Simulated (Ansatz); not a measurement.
## Ca2C (model cell, started as antifluorite): the cell at rest: bringing the structure to rest

Ansatz 0.2.0; DFT PBEsol, scalar-relativistic, plane waves, PAW.

The structure was built from a prototype and need not be the compound's stable phase.

It takes space group Fm-3m (No. 225, cubic). Conventional cell: a = 6.198 Å, b = 6.198 Å, c = 6.198 Å, α = 90.00°, β = 90.00°, γ = 90.00°. Nearest to C lie 8 Ca at 2.68 Å. Nearest to Ca lie 4 C at 2.68 Å. Farther neighbours are not listed.

The steps of the relaxation:

```tsv
step	energy less that of the first step (eV)	largest force component (eV/Å)	pressure (GPa)	volume (Å³)
1	0.0000	0.0000	0.21	59.52
2	0.0002	0.0000	-0.18	59.92
3	0.0000	0.0000	0.00	59.73
4*	-0.0001	0.0000	0.00	59.73
```

Relaxation steps marked * repeat the geometry before them on a plane-wave basis chosen anew for their cell, so energy and pressure can jump there.

Forces are held to the 48 operations that the run works with; a distortion that breaks them can't arise in this run.

```tsv
conventional cell, symmetrised	before	after	change
a (Å)	6.198	6.205	+0.1 %
b (Å)	6.198	6.205	+0.1 %
c (Å)	6.198	6.205	+0.1 %
volume (Å³/atom)	19.84	19.91	+0.4 %
```

The relaxed structure:

```cif
data_structure
_symmetry_space_group_name_H-M 'P 1'
_symmetry_Int_Tables_number 1
_cell_length_a 4.3877
_cell_length_b 4.3877
_cell_length_c 4.3877
_cell_angle_alpha 60.000
_cell_angle_beta 60.000
_cell_angle_gamma 60.000
_cell_volume 59.73
loop_
_atom_site_label
_atom_site_type_symbol
_atom_site_fract_x
_atom_site_fract_y
_atom_site_fract_z
_atom_site_occupancy
C1 C 0.00000 0.00000 0.00000 1
Ca2 Ca 0.25000 0.25000 0.25000 1
Ca3 Ca 0.75000 0.75000 0.75000 1
```

Numbers from this step:

| Property | Result |
| --- | --- |
| pressure | 0.001687 GPa |
| gap on the k-mesh | 0.1622 eV |
| volume per atom | 19.91 Å³ |
| direct gap on mesh | 0.1622 eV |

**Question.** Which input gives these results?

The system, level and task follow from the heading and the kind of results. Meshes, cutoffs and thresholds can't be read from the results; these are the ones that the run used.

input.yaml reads:

```yaml
crystal:
  lattice:
    - [0.0, 3.0988879981, 3.0988879981]
    - [3.0988879981, 0.0, 3.0988879981]
    - [3.0988879981, 3.0988879981, 0.0]
  atoms:
    - { symbol: C, position: [0.0, 0.0, 0.0] }
    - { symbol: Ca, position: [0.25, 0.25, 0.25] }
    - { symbol: Ca, position: [0.75, 0.75, 0.75] }
kpoints:
  mp_grid: { grid: [10, 10, 10] }
hamiltonian:
  xc: pbesol
scf:
  occupations: { method: gaussian, width: 0.01 }
output:
  forces: true
  stress: true
  eigenvalues: true
relax:
  adjacent_minimum: "off"
  f_tol: 0.005
  max_steps: 80
  cell: { stress_tol: 0.05 }
```

Started as:

```bash
$ ansatz run input.yaml --threads 4 --pin off --max-ram 7168MiB --backend cpu --events-out ev --progress --plain --runs-dir out
```

[Logs are printed without paths, hosts, clocks, repeated set-up lines and the standing remarks that a program may print on its own settings, such as how far it seeks lower states.]

[Hosts, paths, dates, database ids (printed as entryN), source tags and the programs' standing remarks are cut or masked in the printed files.]
